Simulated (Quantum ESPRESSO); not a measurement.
# PbF2 (Fluorocronite): third-order response

Aim: Raman and infrared lines of PbF2 (Fluorocronite).

Method: DFT LDA, scalar-relativistic, plane waves, PseudoDojo norm-conserving pseudopotentials, in Quantum ESPRESSO 8.0 development, patched.

The database entry behind the starting cell differs from later determinations by our own check (0.1 to 0.3 % short, probably kX units), so it need not match the best structure at ambient conditions.

### 1. The structure

It takes space group Fm-3m (No. 225, cubic). Conventional cell: a = 5.927 Å, b = 5.927 Å, c = 5.927 Å, α = 90.00°, β = 90.00°, γ = 90.00°. Nearest to Pb lie 8 F at 2.57 Å. F has 4 Pb at 2.57 Å nearest. Farther neighbours and most contacts between anions are not listed.

Coordinates:

```
Pb F
1.0
    -2.96366    0.00000    2.96366
     0.00000    2.96366    2.96366
    -2.96366    2.96366    0.00000
Pb F
1 2
Direct
  0.00000 0.00000 0.00000
  0.75000 0.75000 0.75000
  0.25000 0.25000 0.25000
```

### 2. A first look

A cheap run with smearing and empty bands tells whether the crystal has a gap, which decides between fixed occupations and smearing later on.

Contents of probe.in:

```
&control
   calculation = 'scf'
   prefix = 'x'
   outdir = './tmp'
   pseudo_dir = './pseudo'
   tprnfor = .true.
   tstress = .true.
   verbosity = 'high'
/
&system
   ibrav = 2
   celldm(1) = 11.20101145
   nat = 3
   ntyp = 2
   ecutwfc = 84.0
   occupations = 'smearing'
   smearing = 'gaussian'
   degauss = 0.01
/
&electrons
   conv_thr = 1.0d-07
   mixing_beta = 0.7
   electron_maxstep = 100
/
ATOMIC_SPECIES
 Pb    207.2000  Pb.upf
 F      18.9984  F.upf
ATOMIC_POSITIONS crystal
 Pb     0.000000000   0.000000000   0.000000000
 F      0.750000000   0.750000000   0.750000000
 F      0.250000000   0.250000000   0.250000000
K_POINTS automatic
 6 6 6 0 0 0
```

Run with:

```bash
$ OMP_NUM_THREADS=1 mpirun -n 4 pw.x -nk 4 -in probe.in > probe.out
```

The log of the run:

```text
[banners, grids, parts of the stress and lines that vanish by symmetry left out]
Program PWSCF v.8.0dev
     bravais-lattice index     =            2
     lattice parameter (alat)  =      11.2010  a.u.
[...]
kinetic-energy cutoff     =      84.0000  Ry
     charge density cutoff     =     336.0000  Ry
     scf convergence threshold =      1.0E-07
[...]
Exchange-correlation= SLA-PW-NOGX-NOGC
                           (   1   4   0   0   0   0   0)
[...]
48 Sym. Ops., with inversion, found
[...]
(     0          1          0      )
                  (     0          0          1      )
[...]
(  0.0000000  1.0000000  0.0000000 )
                  (  0.0000000  0.0000000  1.0000000 )
[...]
(     1          0         -1      )
                  (     0          0         -1      )
[...]
(     0          1         -1      )
                  (     0          1          0      )
[...]
( -1.0000000  0.0000000  0.0000000 )
                  (  0.0000000  1.0000000  0.0000000 )
[...]
number of k points=    16  Gaussian smearing, width (Ry)=  0.0100
[...]
End of self-consistent calculation
[...]
the Fermi energy is     5.4909 ev
!    total energy              =    -238.99816736 Ry
[...]
convergence has been achieved in   8 iterations
[...]
atom    1 type  1   force =     0.00000000    0.00000000    0.00000000
     atom    2 type  2   force =     0.00000000    0.00000000    0.00000000
     atom    3 type  2   force =     0.00000000    0.00000000    0.00000000
[...]
Total force =     0.000000     Total SCF correction =     0.000000
[...]
total   stress  (Ry/bohr**3)                   (kbar)     P=      -45.40
[...]
XML data file, charge density, pseudopotentials, collected wavefunctions

   JOB DONE.
```

It took 5.8 s on 4 MPI ranks of Intel Xeon at 2.70GHz, shared host; 22 s of CPU time.

Read from the output:

```
volume per atom   : 17.35 Å³
pressure          : -4.54 GPa
gap on the k-mesh : 4.286 eV
```

A gap of 4.3 eV opens on this mesh, so the crystal is taken as an insulator; the start stands at -4.5 GPa.

### 3. Relaxation

The relaxation runs at a cutoff a fifth above that of the response, since stress converges more slowly with the basis than frequencies do. Forces and stress are brought to rest with tight thresholds.

Contents of relax.in:

```
&control
   calculation = 'vc-relax'
   prefix = 'x'
   outdir = './tmp'
   pseudo_dir = './pseudo'
   tprnfor = .true.
   tstress = .true.
   forc_conv_thr = 2.0d-05
   etot_conv_thr = 1.0d-07
   nstep = 40
/
&system
   ibrav = 2
   celldm(1) = 11.20101145
   nat = 3
   ntyp = 2
   ecutwfc = 101
   occupations = 'fixed'
   nbnd = 16
/
&electrons
   conv_thr = 1.0d-11
   mixing_beta = 0.7
   electron_maxstep = 100
/
&ions
/
&cell
   press_conv_thr = 0.2
/
ATOMIC_SPECIES
 Pb    207.2000  Pb.upf
 F      18.9984  F.upf
ATOMIC_POSITIONS crystal
 Pb     0.000000000   0.000000000   0.000000000
 F      0.750000000   0.750000000   0.750000000
 F      0.250000000   0.250000000   0.250000000
K_POINTS automatic
 6 6 6 0 0 0
```

Run with:

```bash
$ OMP_NUM_THREADS=1 mpirun -n 4 pw.x -nk 4 -in relax.in > relax.out
```

The log of the run:

```text
[banners, grids, parts of the stress and lines that vanish by symmetry left out]
[banner, memory and clock lines left out]
Program PWSCF v.8.0dev

[...]
kinetic-energy cutoff     =     101.0000  Ry
     charge density cutoff     =     404.0000  Ry
     scf convergence threshold =      1.0E-11
[...]
energy convergence thresh.=      1.0E-07
     force convergence thresh. =      2.0E-05
     press convergence thresh. =      2.0E-01
     Exchange-correlation= SLA-PW-NOGX-NOGC
                           (   1   4   0   0   0   0   0)
[...]
48 Sym. Ops., with inversion, found
[...]
number of k points=    16
[...]
End of self-consistent calculation
[...]
highest occupied, lowest unoccupied level (ev):     4.7813    9.0676
!    total energy              =    -238.99821686 Ry
[...]
convergence has been achieved in  19 iterations
[...]
atom    1 type  1   force =     0.00000000    0.00000000    0.00000000
     atom    2 type  2   force =    -0.00000000    0.00000000    0.00000000
     atom    3 type  2   force =     0.00000000   -0.00000000   -0.00000000
     Total force =     0.000000     Total SCF correction =     0.000000
[...]
total   stress  (Ry/bohr**3)                   (kbar)     P=      -45.37
[...]
number of bfgs steps    =   0
[...]
CELL_PARAMETERS (alat= 11.20101145)
[...]
ATOMIC_POSITIONS (crystal)
Pb               0.0000000000        0.0000000000        0.0000000000
F                0.7500000000        0.7500000000        0.7500000000
F                0.2500000000        0.2500000000        0.2500000000
[...]
New effective cutoffs (rho, wfc):  410.01  102.57
[...]
End of self-consistent calculation
[...]
highest occupied, lowest unoccupied level (ev):     5.1468    9.4340
!    total energy              =    -239.00027196 Ry
[...]
convergence has been achieved in   7 iterations
[...]
atom    1 type  1   force =     0.00000000    0.00000000    0.00000000
     atom    2 type  2   force =    -0.00000000   -0.00000000    0.00000000
     atom    3 type  2   force =     0.00000000    0.00000000    0.00000000
     Total force =     0.000000     Total SCF correction =     0.000000
[...]
total   stress  (Ry/bohr**3)                   (kbar)     P=      -29.21
[...]
number of bfgs steps    =   1
[...]
CELL_PARAMETERS (alat= 11.20101145)
[...]
ATOMIC_POSITIONS (crystal)
Pb              -0.0000000000        0.0000000000       -0.0000000000
[...]
New effective cutoffs (rho, wfc):  419.74  105.01
[...]
End of self-consistent calculation
[...]
highest occupied, lowest unoccupied level (ev):     5.7238   10.0073
!    total energy              =    -239.00152456 Ry
[...]
convergence has been achieved in  10 iterations
[...]
atom    1 type  1   force =    -0.00000000   -0.00000000    0.00000000
     atom    2 type  2   force =     0.00000000   -0.00000000    0.00000000
     atom    3 type  2   force =     0.00000000    0.00000000   -0.00000000
     Total force =     0.000000     Total SCF correction =     0.000000
[...]
total   stress  (Ry/bohr**3)                   (kbar)     P=       -0.87
[...]
number of bfgs steps    =   2
[...]
CELL_PARAMETERS (alat= 11.20101145)
[...]
ATOMIC_POSITIONS (crystal)
[...]
New effective cutoffs (rho, wfc):  420.04  105.08
[...]
End of self-consistent calculation
[...]
highest occupied, lowest unoccupied level (ev):     5.7416   10.0249
!    total energy              =    -239.00152553 Ry
[...]
convergence has been achieved in   7 iterations
[...]
atom    1 type  1   force =     0.00000000    0.00000000    0.00000000
     atom    2 type  2   force =    -0.00000000    0.00000000   -0.00000000
     atom    3 type  2   force =     0.00000000   -0.00000000    0.00000000
     Total force =     0.000000     Total SCF correction =     0.000000
[...]
total   stress  (Ry/bohr**3)                   (kbar)     P=        0.06
[...]
number of bfgs steps    =   3
[...]
small trust_radius: resetting bfgs history
[...]
CELL_PARAMETERS (alat= 11.20101145)
[...]
ATOMIC_POSITIONS (crystal)
[...]
New effective cutoffs (rho, wfc):  420.03  105.08
[...]
End of self-consistent calculation
[...]
highest occupied, lowest unoccupied level (ev):     5.7411   10.0244
!    total energy              =    -239.00152553 Ry
[...]
convergence has been achieved in   5 iterations
[...]
atom    1 type  1   force =     0.00000000    0.00000000    0.00000000
     atom    2 type  2   force =     0.00000000    0.00000000    0.00000000
     atom    3 type  2   force =     0.00000000    0.00000000    0.00000000
     Total force =     0.000000     Total SCF correction =     0.000000
[...]
total   stress  (Ry/bohr**3)                   (kbar)     P=        0.03
[...]
bfgs converged in   5 scf cycles and   4 bfgs steps
[...]
End of BFGS Geometry Optimization
     Final enthalpy           =    -239.0015255339 Ry
     File ./tmp/x.bfgs deleted, as requested
[...]
CELL_PARAMETERS (alat= 11.20101145)
[...]
ATOMIC_POSITIONS (crystal)
[...]
F                0.7500000000        0.7500000000        0.7500000000
F                0.2500000000        0.2500000000        0.2500000000
[...]
Final scf calculation at the relaxed structure.
[...]
kinetic-energy cutoff     =     101.0000  Ry
     charge density cutoff     =     404.0000  Ry
     scf convergence threshold =      1.0E-13
[...]
press convergence thresh. =      2.0E-01
     Exchange-correlation= SLA-PW-NOGX-NOGC
                           (   1   4   0   0   0   0   0)
[...]
48 Sym. Ops., with inversion, found
[...]
number of k points=    16
[...]
End of self-consistent calculation
[...]
highest occupied, lowest unoccupied level (ev):     5.7411   10.0244
!    total energy              =    -239.00151640 Ry
[...]
convergence has been achieved in  14 iterations
[...]
atom    1 type  1   force =     0.00000000    0.00000000   -0.00000000
     atom    2 type  2   force =    -0.00000000    0.00000000   -0.00000000
     atom    3 type  2   force =     0.00000000   -0.00000000    0.00000000
     Total force =     0.000000     Total SCF correction =     0.000000
[...]
total   stress  (Ry/bohr**3)                   (kbar)     P=       -0.00
[...]
XML data file, charge density, pseudopotentials, collected wavefunctions
```

Wall time 48 s (4 MPI ranks); 3.2 min of CPU time.

The steps of the relaxation:

| step | energy less that of the first step (eV) | largest force (eV/Å) | pressure (GPa) | volume (Å³) |
| --- | --- | --- | --- | --- |
| 1 | 0.0000 | 0.0000 | -4.54 | 52.06 |
| 2 | -0.0280 | 0.0000 | -2.92 | 50.87 |
| 3 | -0.0450 | 0.0000 | -0.09 | 49.11 |
| 4 | -0.0450 | 0.0000 | 0.01 | 49.06 |
| 5 | -0.0450 | 0.0000 | 0.00 | 49.06 |
| 6 | -0.0449 | 0.0000 | 0.00 | 49.06 |

| conventional cell, symmetrised | before | after | change |
| --- | --- | --- | --- |
| a (Å) | 5.927 | 5.811 | -2.0 % |
| b (Å) | 5.927 | 5.811 | -2.0 % |
| c (Å) | 5.927 | 5.811 | -2.0 % |
| volume (Å³/atom) | 17.35 | 16.35 | -5.8 % |

Final coordinates:

```
CELL_PARAMETERS angstrom
-2.90553 0.00000 2.90553
0.00000 2.90553 2.90553
-2.90553 2.90553 0.00000
ATOMIC_POSITIONS crystal
Pb 0.00000 0.00000 0.00000
F 0.75000 0.75000 0.75000
F 0.25000 0.25000 0.25000
```

The last row of the table of steps is pw.x's closing run on a basis chosen anew for the final cell, so its energy can jump.

Numbers from this step:

| Quantity | Value |
| --- | --- |
| volume per atom | 16.35 Å³ |
| pressure | 0 GPa |
| gap on the k-mesh | 4.283 eV |

The volume changes by -5.8 % from the cell with which this run began.

### 4. Self-consistent run for the response

The response is built on this ground state, so it is converged far tighter than an energy would need. With a gap, occupations are fixed, which also allows the response to an electric field.

Contents of scf.in:

```
&control
   calculation = 'scf'
   prefix = 'x'
   outdir = './tmp'
   pseudo_dir = './pseudo'
   tprnfor = .true.
   tstress = .true.
/
&system
   ibrav = 2
   celldm(1) = 10.98130646
   nat = 3
   ntyp = 2
   ecutwfc = 84.0
   occupations = 'fixed'
   nbnd = 16
/
&electrons
   conv_thr = 1.0d-12
   mixing_beta = 0.7
   electron_maxstep = 100
/
ATOMIC_SPECIES
 Pb    207.2000  Pb.upf
 F      18.9984  F.upf
ATOMIC_POSITIONS crystal
 Pb     0.000000000   0.000000000   0.000000000
 F      0.750000000   0.750000000   0.750000000
 F      0.250000000   0.250000000   0.250000000
K_POINTS automatic
 8 8 8 0 0 0
```

Run with:

```bash
$ OMP_NUM_THREADS=1 mpirun -n 4 pw.x -nk 4 -in scf.in > scf.out
```

The log of the run:

```text
[banners, grids, parts of the stress and lines that vanish by symmetry left out]
[banner, memory and clock lines left out]
Program PWSCF v.8.0dev

[...]
kinetic-energy cutoff     =      84.0000  Ry
     charge density cutoff     =     336.0000  Ry
     scf convergence threshold =      1.0E-12
[...]
Exchange-correlation= SLA-PW-NOGX-NOGC
                           (   1   4   0   0   0   0   0)
[...]
48 Sym. Ops., with inversion, found
[...]
number of k points=    29
[...]
End of self-consistent calculation
[...]
highest occupied, lowest unoccupied level (ev):     5.7715   10.0244
!    total energy              =    -239.00146687 Ry
[...]
convergence has been achieved in  14 iterations
[...]
atom    1 type  1   force =     0.00000000    0.00000000   -0.00000000
     atom    2 type  2   force =     0.00000000    0.00000000    0.00000000
     atom    3 type  2   force =     0.00000000    0.00000000   -0.00000000
     Total force =     0.000000     Total SCF correction =     0.000000
[...]
total   stress  (Ry/bohr**3)                   (kbar)     P=       -0.06
[...]
XML data file, charge density, pseudopotentials, collected wavefunctions
```

It took 14 s on 4 MPI ranks.

This step gave:

```yaml
pressure: -0.006000 GPa
gap_on_the_k_mesh: 4.253 eV
```

The cell stands at -0.0060 GPa, close enough for phonons.

### 5. Linear response at Γ

At q = 0 one unit cell holds all displacements; symmetry groups them into irreducible representations that are solved one by one. The response to a field gives ε∞ and the Born charges, which polar modes need. Third-order response adds the Raman tensors.

Contents of ph.in:

```
phonons
&inputph
   prefix = 'x'
   outdir = './tmp'
   fildyn = 'g.dyn'
   tr2_ph = 1.0d-18
   epsil = .true.
   lraman = .true.
   elop = .true.
/
0.000000000000 0.000000000000 0.000000000000
```

Run with:

```bash
$ OMP_NUM_THREADS=1 mpirun -n 4 ph.x -nk 4 -in ph.in > ph.out
```

The log of the run:

```text
[banners, grids, parts of the stress and lines that vanish by symmetry left out]
[banner, memory and clock lines left out]
Program PHONON v.8.0dev

[...]
(   1q-points):
[...]
Exchange-correlation= PW
                           (   1   4   0   0   0   0   0)
[...]
kinetic-energy cut-off    =      84.0000  Ry
     charge density cut-off    =     336.0000  Ry
     convergence threshold     =      1.0E-18
[...]
Exchange-correlation= PW
                           (   1   4   0   0   0   0   0)
[...]
q = (   0.0000000   0.0000000   0.0000000 )
     49 Sym.Ops. (with q -> -q+G )
     G cutoff = 1026.3313  (  34333 G-vectors)     FFT grid: ( 45, 45, 45)
     number of k points=    29
[...]
Mode symmetry, O_h (m-3m)  point group:
[...]
Dielectric constant
[...]
End of electric fields calculation
          Dielectric constant in cartesian axis
          (       3.444230303      -0.000000000      -0.000000000 )
          (      -0.000000000       3.444230303       0.000000000 )
          (      -0.000000000       0.000000000       3.444230303 )
          Effective charges (d Force / dE) in cartesian axis without acoustic sum rule applied (asr)
           atom    1  Pb    Mean Z*:        3.22624
      Ex  (        3.22624        0.00000        0.00000 )
      Ey  (        0.00000        3.22624       -0.00000 )
      Ez  (        0.00000       -0.00000        3.22624 )
           atom    2  F     Mean Z*:       -1.61305
      Ex  (       -1.61305       -0.00000        0.00000 )
      Ey  (        0.00000       -1.61305        0.00000 )
      Ez  (        0.00000        0.00000       -1.61305 )
           atom    3  F     Mean Z*:       -1.61305
      Ex  (       -1.61305       -0.00000       -0.00000 )
      Ey  (       -0.00000       -1.61305        0.00000 )
      Ez  (       -0.00000        0.00000       -1.61305 )
          Effective charges Sum: Mean:        0.00013
[...]
Effective charges (d Force / dE) in cartesian axis with asr applied:
           atom    1  Pb    Mean Z*:        3.22620
[...]
atom    2  F     Mean Z*:       -1.61310
[...]
atom    3  F     Mean Z*:       -1.61310
[...]
Dielectric constant from finite-differences
          (       3.444338625       0.000000000       0.000000000 )
          (       0.000000000       3.444338625      -0.000000000 )
          (       0.000000000      -0.000000000       3.444338625 )
[...]
(      -0.000000000       0.000000000       0.000000000 )
          (       0.000000000       0.000000000       0.000000000 )
          (      -0.000000000       0.000000000       0.000000000 )
          (       0.000000000      -0.000000000       0.000000000 )
          (       0.000000000      -0.000000000      -0.000000000 )
          (      -0.000000000       0.000000000      -0.000000000 )
          (       0.000000000       0.000000000       0.000000000 )
          (       0.000000000       0.000000000       0.000000000 )
[...]
(      -0.000000000      -0.000000000      -0.000000000 )
          (       0.187333110       0.000000000       0.000000000 )
          (       0.000000000       0.187333110       0.000000000 )
          (       0.187333110      -0.000000000       0.000000000 )
          (       0.000000000       0.000000000      -0.000000000 )
[...]
Representation #   1 modes #   1   2   3
[...]
End of self-consistent calculation
     Convergence has been achieved
     Representation #   2 modes #   4   5   6
[...]
End of self-consistent calculation
     Convergence has been achieved
     Representation #   3 modes #   7   8   9
[...]
End of self-consistent calculation
     Convergence has been achieved
[...]
Dielectric constant in cartesian axis
          (       3.444230303      -0.000000000      -0.000000000 )
          (      -0.000000000       3.444230303       0.000000000 )
          (      -0.000000000       0.000000000       3.444230303 )
          Effective charges (d Force / dE) in cartesian axis without acoustic sum rule applied (asr)
           atom    1  Pb    Mean Z*:        3.22624
      Ex  (        3.22624        0.00000        0.00000 )
      Ey  (        0.00000        3.22624       -0.00000 )
      Ez  (        0.00000       -0.00000        3.22624 )
           atom    2  F     Mean Z*:       -1.61305
      Ex  (       -1.61305       -0.00000        0.00000 )
      Ey  (        0.00000       -1.61305        0.00000 )
      Ez  (        0.00000        0.00000       -1.61305 )
           atom    3  F     Mean Z*:       -1.61305
      Ex  (       -1.61305       -0.00000       -0.00000 )
      Ey  (       -0.00000       -1.61305        0.00000 )
      Ez  (       -0.00000        0.00000       -1.61305 )
          Effective charges Sum: Mean:        0.00013
[...]
Effective charges (d Force / dE) in cartesian axis with asr applied:
           atom    1  Pb    Mean Z*:        3.22620
[...]
atom    2  F     Mean Z*:       -1.61310
[...]
atom    3  F     Mean Z*:       -1.61310
[...]
q = (    0.000000000   0.000000000   0.000000000 )
[...]
freq (    1) =       0.000569 [THz] =       0.018980 [cm-1]
     freq (    2) =       0.000569 [THz] =       0.018980 [cm-1]
     freq (    3) =       0.000569 [THz] =       0.018980 [cm-1]
     freq (    4) =       3.935757 [THz] =     131.282714 [cm-1]
     freq (    5) =       3.935757 [THz] =     131.282714 [cm-1]
     freq (    6) =       3.935757 [THz] =     131.282714 [cm-1]
     freq (    7) =       7.849061 [THz] =     261.816482 [cm-1]
     freq (    8) =       7.849061 [THz] =     261.816482 [cm-1]
     freq (    9) =       7.849061 [THz] =     261.816482 [cm-1]
[...]
Mode symmetry, O_h (m-3m)  point group:
     freq (   1-   3) =          0.0  [cm-1]   --> T_1u G_15  G_4- I
     freq (   4-   6) =        131.3  [cm-1]   --> T_1u G_15  G_4- I
     freq (   7-   9) =        261.8  [cm-1]   --> T_2g G_25' G_5+ R
```

It took 15 min on 4 MPI ranks.

Numbers from this step:

| Quantity | Value |
| --- | --- |
| miss of the charge sum rule | 1.40e-4 e |
| largest acoustic frequency at the zone centre before the sum rule | 0.02 cm⁻¹ |
| highest optical zone-centre mode (no LO-TO term) | 261.8 cm⁻¹ |
| lowest optical zone-centre mode | 131.3 cm⁻¹ |
| mean high-frequency dielectric constant | 3.444 |
| largest Born charge in size (third of the trace) | 3.226 e |

Born charge (rows field, columns displacement), before the sum rule (e), principal values of the symmetric part by kind of site:

| atom | atoms with these values | low | middle | high | mean |
| --- | --- | --- | --- | --- | --- |
| Pb1 | 1 | 3.23 | 3.23 | 3.23 | 3.23 |
| F2 | 2 | -1.61 | -1.61 | -1.61 | -1.61 |

In full for Pb1:

```
3.23 0.00 0.00
0.00 3.23 0.00
0.00 0.00 3.23
```

High-frequency dielectric tensor:

```
3.44 0.00 0.00
0.00 3.44 0.00
0.00 0.00 3.44
```

The acoustic modes at Γ come out as far as 0.0 cm⁻¹ from zero, where they should vanish, a small numerical error; the Born charges miss their sum rule by 1.4e-4 e, which is good.

[end of part 1 of 2]

[Host names and launcher messages were left out of these logs when they were recorded.]

[Logs are printed without paths, hosts, clocks, repeated set-up lines and the standing remarks that a program may print on its own settings, such as how far it seeks lower states.]

[Hosts, paths, dates, database ids (printed as entryN), source tags and the programs' standing remarks are cut or masked in the printed files.]
